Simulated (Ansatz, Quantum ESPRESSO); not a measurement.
# Conductance against width: vacuum gaps between two Al(100) faces, part 2 of 4

Wanted: T at the Fermi level along a series, and its decay constant, for vacuum gaps between two Al(100) faces.

Quantum ESPRESSO 7.5; plane-wave DFT, PBE, GBRV ultrasoft pseudopotentials; cross-check by Ansatz 0.2.0 with PAW datasets.

So far. Step 2 (Self-consistent run, 4 Å): The run needed 19 iterations to bring the estimated error under 1e-07 Ry; the largest force on any atom, held or free, is 0.24 eV/Å.

**3. Transmission with pwcond.x, 4 Å**

Level of this step: transmission by pwcond, lead and junction from one cell; plane-wave DFT, PBE, GBRV ultrasoft pseudopotentials (Quantum ESPRESSO).

prefixt takes both regions from one run: the lead from 0 to bdl, the scattering region from bdl to bds (units of alat). ikind = 1 puts the same lead on both sides. The program's T_tot counts both spins in a run without spin; the tables below give T per spin.

j0.cond.in

```
&inputcond
  outdir = './out'
  prefixt = 'j0.scf'
  tran_file = 'j0.cond.dat'
  bdl = 2.8284271247
  bds = 9.1783860409
  ikind = 1
  ewind = 4.0
  epsproj = 1e-05
  nz1 = 7
  energy0 = 0.4
  denergy = -0.4
/
15
  0.00000000 0.00000000 0.01562500
  0.00000000 0.12500000 0.06250000
  0.00000000 0.25000000 0.06250000
  0.00000000 0.37500000 0.06250000
  0.00000000 0.50000000 0.03125000
  0.12500000 0.12500000 0.06250000
  0.12500000 0.25000000 0.12500000
  0.12500000 0.37500000 0.12500000
  0.12500000 0.50000000 0.06250000
  0.25000000 0.25000000 0.06250000
  0.25000000 0.37500000 0.12500000
  0.25000000 0.50000000 0.06250000
  0.37500000 0.37500000 0.06250000
  0.37500000 0.50000000 0.06250000
  0.50000000 0.50000000 0.01562500
3
```

Run with:

```
> OMP_NUM_THREADS=1 mpirun -n 2 pwcond.x -in j0.cond.in > j0.cond.out
```

Standard output:

```text
[banner, memory and clock lines left out]
Program PWCOND v.7.5 starts

          URL

     ./out/j0.scf.save/

     IMPORTANT: XC functional enforced from input :
     Exchange-correlation= PBE
                           (   1   4   3   4   0   0   0)
     Any further DFT definition will be discarded
     Please, verify this is what you really want

     Reading collected, re-writing distributed wavefunctions

===== INPUT FILE containing all the regions =====

     GEOMETRY:

     lattice parameter (alat)  =       5.3984  a.u.
     the volume                =    1443.9828 (a.u.)^3
     the cross section         =      29.1427 (a.u.)^2
     l of the unit cell        =       9.1784 (alat)
     number of atoms/cell      =           12
     number of atomic types    =            1

     crystal axes: (cart. coord. in units of alat)
               a(1) = (  1.0000  0.0000  0.0000 )
               a(2) = (  0.0000  1.0000  0.0000 )
               a(3) = (  0.0000  0.0000  9.1784 )

   Cartesian axes

     site n.     atom                  positions (alat units)
          1        Al     tau(  1)=(  0.0000  0.0000  9.1784  )
          2        Al     tau(  2)=(  0.5000  0.5000  0.7071  )
          3        Al     tau(  3)=(  0.0000  0.0000  1.4142  )
          4        Al     tau(  4)=(  0.5000  0.5000  2.1213  )
          5        Al     tau(  5)=(  0.0000  0.0000  2.8284  )
          6        Al     tau(  6)=(  0.5000  0.5000  3.5355  )
          7        Al     tau(  7)=(  0.0000  0.0000  4.9357  )
          8        Al     tau(  8)=(  0.5000  0.5000  5.6429  )
          9        Al     tau(  9)=(  0.0000  0.0000  6.3500  )
         10        Al     tau( 10)=(  0.5000  0.5000  7.0571  )
         11        Al     tau( 11)=(  0.0000  0.0000  7.7642  )
         12        Al     tau( 12)=(  0.5000  0.5000  8.4713  )

     nr1s                      =           24
     nr2s                      =           24
     nr3s                      =          200
     nr1sx                     =           24
     nr2sx                     =           24
     nr3sx                     =          200
     nr1                       =           25
     nr2                       =           25
     nr3                       =          225
     nr1x                      =           25
     nr2x                      =           25
     nr3x                      =          225

 _______________________________
  Radii of nonlocal spheres:

     type       ibeta     ang. mom.          radius (alat units)
       Al         1         0                    0.3554
       Al         2         1                    0.3554
       Al         3         2                    0.3554
----- General information -----

--- T calc. with identical leads (ikind=1) ---

     nrx                       =           24
     nry                       =           24
     nz1                       =            7

     energy0               =         4.0E-01
     denergy               =        -4.0E-01
     nenergy               =          3
     ecut2d                =         4.0E+01
     ewind                 =         4.0E+00
     epsproj               =         1.0E-05

     number of k_|| points=   15
                       cryst. coord.
        k(    1) = (   0.0000000   0.0000000), wk =   0.0156250
        k(    2) = (   0.0000000   0.1250000), wk =   0.0625000
        k(    3) = (   0.0000000   0.2500000), wk =   0.0625000
        k(    4) = (   0.0000000   0.3750000), wk =   0.0625000
        k(    5) = (   0.0000000   0.5000000), wk =   0.0312500
        k(    6) = (   0.1250000   0.1250000), wk =   0.0625000
        k(    7) = (   0.1250000   0.2500000), wk =   0.1250000
        k(    8) = (   0.1250000   0.3750000), wk =   0.1250000
        k(    9) = (   0.1250000   0.5000000), wk =   0.0625000
        k(   10) = (   0.2500000   0.2500000), wk =   0.0625000
        k(   11) = (   0.2500000   0.3750000), wk =   0.1250000
        k(   12) = (   0.2500000   0.5000000), wk =   0.0625000
        k(   13) = (   0.3750000   0.3750000), wk =   0.0625000
        k(   14) = (   0.3750000   0.5000000), wk =   0.0625000
        k(   15) = (   0.5000000   0.5000000), wk =   0.0156250
----- Information about left/right lead -----

     nocros                   =            9
     noins                    =           27
     norb                     =           45
     norbf                    =           81
     nrz                      =           62

      iorb      type   ibeta   ang. mom.   m       position (alat)
        1        1       1        0        1   taunew(   1)=(  0.0000  0.0000  0.0000)
        2        1       2        1        1   taunew(   2)=(  0.0000  0.0000  0.0000)
        3        1       2        1        2   taunew(   3)=(  0.0000  0.0000  0.0000)
        4        1       2        1        3   taunew(   4)=(  0.0000  0.0000  0.0000)
        5        1       3        2        1   taunew(   5)=(  0.0000  0.0000  0.0000)
        6        1       3        2        2   taunew(   6)=(  0.0000  0.0000  0.0000)
        7        1       3        2        3   taunew(   7)=(  0.0000  0.0000  0.0000)
        8        1       3        2        4   taunew(   8)=(  0.0000  0.0000  0.0000)
        9        1       3        2        5   taunew(   9)=(  0.0000  0.0000  0.0000)
       10        1       1        0        1   taunew(  10)=(  0.5000  0.5000  0.7071)
       11        1       2        1        1   taunew(  11)=(  0.5000  0.5000  0.7071)
       12        1       2        1        2   taunew(  12)=(  0.5000  0.5000  0.7071)
       13        1       2        1        3   taunew(  13)=(  0.5000  0.5000  0.7071)
       14        1       3        2        1   taunew(  14)=(  0.5000  0.5000  0.7071)
       15        1       3        2        2   taunew(  15)=(  0.5000  0.5000  0.7071)
       16        1       3        2        3   taunew(  16)=(  0.5000  0.5000  0.7071)
       17        1       3        2        4   taunew(  17)=(  0.5000  0.5000  0.7071)
       18        1       3        2        5   taunew(  18)=(  0.5000  0.5000  0.7071)
       19        1       1        0        1   taunew(  19)=(  0.0000  0.0000  1.4142)
       20        1       2        1        1   taunew(  20)=(  0.0000  0.0000  1.4142)
       21        1       2        1        2   taunew(  21)=(  0.0000  0.0000  1.4142)
       22        1       2        1        3   taunew(  22)=(  0.0000  0.0000  1.4142)
       23        1       3        2        1   taunew(  23)=(  0.0000  0.0000  1.4142)
       24        1       3        2        2   taunew(  24)=(  0.0000  0.0000  1.4142)
       25        1       3        2        3   taunew(  25)=(  0.0000  0.0000  1.4142)
[...]
57        1       2        1        2   taunew(  57)=(  0.0000  0.0000  4.9357)
       58        1       2        1        3   taunew(  58)=(  0.0000  0.0000  4.9357)
       59        1       3        2        1   taunew(  59)=(  0.0000  0.0000  4.9357)
       60        1       3        2        2   taunew(  60)=(  0.0000  0.0000  4.9357)
       61        1       3        2        3   taunew(  61)=(  0.0000  0.0000  4.9357)
       62        1       3        2        4   taunew(  62)=(  0.0000  0.0000  4.9357)
       63        1       3        2        5   taunew(  63)=(  0.0000  0.0000  4.9357)
       64        1       1        0        1   taunew(  64)=(  0.5000  0.5000  5.6429)
       65        1       2        1        1   taunew(  65)=(  0.5000  0.5000  5.6429)
       66        1       2        1        2   taunew(  66)=(  0.5000  0.5000  5.6429)
       67        1       2        1        3   taunew(  67)=(  0.5000  0.5000  5.6429)
       68        1       3        2        1   taunew(  68)=(  0.5000  0.5000  5.6429)
       69        1       3        2        2   taunew(  69)=(  0.5000  0.5000  5.6429)
       70        1       3        2        3   taunew(  70)=(  0.5000  0.5000  5.6429)
       71        1       3        2        4   taunew(  71)=(  0.5000  0.5000  5.6429)
       72        1       3        2        5   taunew(  72)=(  0.5000  0.5000  5.6429)
       73        1       1        0        1   taunew(  73)=(  0.0000  0.0000  6.3500)
       74        1       2        1        1   taunew(  74)=(  0.0000  0.0000  6.3500)
       75        1       2        1        2   taunew(  75)=(  0.0000  0.0000  6.3500)
       76        1       2        1        3   taunew(  76)=(  0.0000  0.0000  6.3500)
       77        1       3        2        1   taunew(  77)=(  0.0000  0.0000  6.3500)
       78        1       3        2        2   taunew(  78)=(  0.0000  0.0000  6.3500)
       79        1       3        2        3   taunew(  79)=(  0.0000  0.0000  6.3500)
       80        1       3        2        4   taunew(  80)=(  0.0000  0.0000  6.3500)
       81        1       3        2        5   taunew(  81)=(  0.0000  0.0000  6.3500)
 ngper, shell number =           97          16
 ngper, n2d =           97          54
---  E-Ef =    0.4000000  k =    0.0000000   0.0000000
---  ie =          1  ik =          1
 Nchannels of the left tip =            1
 Right moving states:
   k1(2pi/a)   k2(2pi/a)   E-Ef (eV)
   0.2793783  -0.0000025   0.4000000
 Left moving states:
   k1(2pi/a)   k2(2pi/a)   E-Ef (eV)
  -0.2793783  -0.0000025   0.4000000

 to transmit
 Band j to band i transmissions and reflections:
    j         i     |T_ij|^2    |R_ij|^2

    1 -->     1     0.48619     0.51381
   Total T_j, R_j =    0.48619  0.51381

E-Ef(ev), T(x2 spins) =    0.4000000   0.9723727
---  E-Ef =    0.0000000  k =    0.0000000   0.0000000
---  ie =          2  ik =          1
 Nchannels of the left tip =            1
 Right moving states:
   k1(2pi/a)   k2(2pi/a)   E-Ef (eV)
   0.2362262  -0.0000025   0.0000000
 Left moving states:
   k1(2pi/a)   k2(2pi/a)   E-Ef (eV)
  -0.2362262  -0.0000025   0.0000000

 to transmit
 Band j to band i transmissions and reflections:
    j         i     |T_ij|^2    |R_ij|^2

    1 -->     1     0.41799     0.58201
   Total T_j, R_j =    0.41799  0.58201

E-Ef(ev), T(x2 spins) =    0.0000000   0.8359756
---  E-Ef =   -0.4000000  k =    0.0000000   0.0000000
---  ie =          3  ik =          1
 Nchannels of the left tip =            1
 Right moving states:
   k1(2pi/a)   k2(2pi/a)   E-Ef (eV)
   0.1915258  -0.0000026  -0.4000000
 Left moving states:
   k1(2pi/a)   k2(2pi/a)   E-Ef (eV)
  -0.1915258  -0.0000026  -0.4000000

 to transmit
 Band j to band i transmissions and reflections:
    j         i     |T_ij|^2    |R_ij|^2

    1 -->     1     0.34503     0.65497
   Total T_j, R_j =    0.34503  0.65497

E-Ef(ev), T(x2 spins) =   -0.4000000   0.6900604
 ngper, shell number =           95          47
 ngper, n2d =           95          55
[... further energies and points left out ...]
---  E-Ef =    0.4000000  k =    0.5000000   0.5000000
---  ie =          1  ik =         15
 Nchannels of the left tip =            2
 Right moving states:
   k1(2pi/a)   k2(2pi/a)   E-Ef (eV)
   0.2621005  -0.0000042   0.4000000
   0.2621005  -0.0000042   0.4000000
 Left moving states:
   k1(2pi/a)   k2(2pi/a)   E-Ef (eV)
  -0.2621005  -0.0000042   0.4000000
  -0.2621005  -0.0000042   0.4000000

 to transmit
 Band j to band i transmissions and reflections:
    j         i     |T_ij|^2    |R_ij|^2

    1 -->     1     0.01390     0.03928
    1 -->     2     0.00000     0.94682
   Total T_j, R_j =    0.01390  0.98610

    2 -->     1     0.00000     0.94682
    2 -->     2     0.01390     0.03928
   Total T_j, R_j =    0.01390  0.98610

E-Ef(ev), T(x2 spins) =    0.4000000   0.0555891
---  E-Ef =    0.0000000  k =    0.5000000   0.5000000
---  ie =          2  ik =         15
 Nchannels of the left tip =            4
 Right moving states:
   k1(2pi/a)   k2(2pi/a)   E-Ef (eV)
  -0.1104650   0.0000014   0.0000000
  -0.1173506  -0.0000074   0.0000000
   0.1841313  -0.0000043   0.0000000
   0.1841313  -0.0000043   0.0000000
 Left moving states:
   k1(2pi/a)   k2(2pi/a)   E-Ef (eV)
   0.1104650   0.0000014   0.0000000
   0.1173506  -0.0000074   0.0000000
  -0.1841313  -0.0000043   0.0000000
  -0.1841313  -0.0000043   0.0000000

 to transmit
 Band j to band i transmissions and reflections:
    j         i     |T_ij|^2    |R_ij|^2

    1 -->     1     0.00194     0.99806
    1 -->     2     0.00000     0.00000
    1 -->     3     0.00000     0.00000
    1 -->     4     0.00000     0.00000
   Total T_j, R_j =    0.00194  0.99806

    2 -->     1     0.00000     0.00000
    2 -->     2     0.00191     0.99809
    2 -->     3     0.00000     0.00000
    2 -->     4     0.00000     0.00000
   Total T_j, R_j =    0.00191  0.99809

    3 -->     1     0.00000     0.00000
    3 -->     2     0.00000     0.00000
    3 -->     3     0.01048     0.09415
    3 -->     4     0.00000     0.89537
   Total T_j, R_j =    0.01048  0.98952

    4 -->     1     0.00000     0.00000
    4 -->     2     0.00000     0.00000
    4 -->     3     0.00000     0.89537
    4 -->     4     0.01048     0.09415
   Total T_j, R_j =    0.01048  0.98952

E-Ef(ev), T(x2 spins) =    0.0000000   0.0496062
---  E-Ef =   -0.4000000  k =    0.5000000   0.5000000
---  ie =          3  ik =         15
 Nchannels of the left tip =            4
 Right moving states:
   k1(2pi/a)   k2(2pi/a)   E-Ef (eV)
   0.1006518  -0.0000045  -0.4000000
   0.1006518  -0.0000045  -0.4000000
  -0.2479348   0.0000014  -0.4000000
  -0.2522963  -0.0000072  -0.4000000
 Left moving states:
   k1(2pi/a)   k2(2pi/a)   E-Ef (eV)
  -0.1006518  -0.0000045  -0.4000000
  -0.1006518  -0.0000045  -0.4000000
   0.2479348   0.0000014  -0.4000000
   0.2522963  -0.0000072  -0.4000000

 to transmit
 Band j to band i transmissions and reflections:
    j         i     |T_ij|^2    |R_ij|^2

    1 -->     1     0.00798     0.30738
    1 -->     2     0.00000     0.68464
    1 -->     3     0.00000     0.00000
    1 -->     4     0.00000     0.00000
   Total T_j, R_j =    0.00798  0.99202

    2 -->     1     0.00000     0.68464
    2 -->     2     0.00798     0.30738
    2 -->     3     0.00000     0.00000
    2 -->     4     0.00000     0.00000
   Total T_j, R_j =    0.00798  0.99202

    3 -->     1     0.00000     0.00000
    3 -->     2     0.00000     0.00000
    3 -->     3     0.00295     0.99705
    3 -->     4     0.00000     0.00000
   Total T_j, R_j =    0.00295  0.99705

    4 -->     1     0.00000     0.00000
    4 -->     2     0.00000     0.00000
    4 -->     3     0.00000     0.00000
    4 -->     4     0.00282     0.99718
   Total T_j, R_j =    0.00282  0.99718

E-Ef(ev), T(x2 spins) =   -0.4000000   0.0434813
   T_tot     0.40000      0.43615E+00
   T_tot     0.00000      0.43998E+00
   T_tot    -0.40000      0.29391E+00

Note: The following floating-point exceptions are signalling: IEEE_UNDERFLOW_FLAG
Note: The following floating-point exceptions are signalling: IEEE_UNDERFLOW_FLAG
```

Run time: 28 s. Hardware: 2 MPI ranks of Arm Neoverse V2, shared host; peak memory 0.11 GiB; 56 s of CPU time.

Numbers from this step:

- lead channels at the Fermi level, one spin: 1.703
- transmission at the Fermi level, one spin: 0.2200
- conductance: 0.2200 G₀

Per spin; mean over the k mesh across the current. The open channels, zone mean by energy, zero at the Fermi level:

```
energy (eV)  open channels, zone mean
     -0.400                      1.58
      0.000                      1.70
      0.400                      1.86
```

Per spin; mean over the k mesh across the current. Transmission, zone mean against energy, zero at the Fermi level:

```
energy (eV)  transmission, zone mean
     -0.400                    0.147
      0.000                    0.220
      0.400                    0.218
```

At 0.000 eV; k in fractions of b1, b2. Transmission by k point:

```
   k1     k2   weight         t  channels
    0      0  0.01562     0.418         1
    0  0.125   0.0625    0.3688         1
    0   0.25   0.0625    0.1552         2
    0  0.375   0.0625    0.9094         1
    0    0.5  0.03125    0.2863         2
0.125  0.125   0.0625    0.3159         1
0.125   0.25    0.125   0.07104         2
0.125  0.375    0.125   0.09184         1
0.125    0.5   0.0625    0.2468         2
 0.25   0.25   0.0625  0.001366         1
 0.25  0.375    0.125    0.2911         2
 0.25    0.5   0.0625    0.1516         2
0.375  0.375   0.0625    0.1425         3
0.375    0.5   0.0625    0.0665         2
  0.5    0.5  0.01562    0.0248         4
```

[end of part 2 of 4]

[Long decimals in the printed logs are rounded to 6 places.]

[Repeated lines of the later SCF iterations (solver, time, negative density, dipole) and banner, clock, host and MPI lines are left out of these logs without a mark at each place.]

[Logs are printed without paths, hosts, clocks, repeated set-up lines and the standing remarks that a program may print on its own settings, such as how far it seeks lower states.]

[Hosts, paths, dates, database ids (printed as entryN), source tags and the programs' standing remarks are cut or masked in the printed files.]

[Maps of the electrostatic potential energy from Ansatz leave out the sawtooth potential of an applied field or a dipole correction, so their vacuum need not be flat; planar profiles and work functions include it.]
